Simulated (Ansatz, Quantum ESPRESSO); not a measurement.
# Al(111), 5 layers against a metal electrode: the electrode's level over the Fermi level at a withheld member of a series

How the rows were computed: Quantum ESPRESSO 7.5, PBE, GBRV ultrasoft. The slab is relaxed neutral, then held. ESM with bc3: vacuum below and a metal electrode about 6 Å above the top atoms. Cold smearing of 0.02 Ry. Charges are set per cell from the starting area. The slabs take the lattice constants of the bulk relaxed by the same program. The series steps the charge of the slab (positive: electrons removed).

| charge of the slab | electrode's level over the Fermi level (eV) |
| --- | --- |
| 1 ×10¹³ e/cm² | 4.874 |
| 2 ×10¹³ e/cm² | 5.652 |
| 4.5 ×10¹³ e/cm² | 7.630 |
| 6 ×10¹³ e/cm² | 8.832 |
| 7 ×10¹³ e/cm² | 9.641 |
| 8 ×10¹³ e/cm² | 10.454 |

One more run was made and is withheld. What is the electrode's level over the Fermi level at 3 ×10¹³ e/cm²?

**Worked estimate.** The rows at 2 ×10¹³ e/cm² and 4.5 ×10¹³ e/cm² give a slope of (7.630 − (5.652))/(4.5 − (2)) = 0.7912, so a straight line gives 6.443 eV. A parabola through these and the row at 1 ×10¹³ e/cm² gives 6.438 eV.

**The withheld run.** 6.439 eV. The line misses by +0.004 and the parabola by −0.001 eV. Both misses are under 5 % of the step from the nearer row.

Caveats: Vacuum fills the gap; ions don't answer the charge; added electrons can spill towards the electrode at the most negative charges. Members without a usable value, or on the other side of zero field or charge, are not listed.
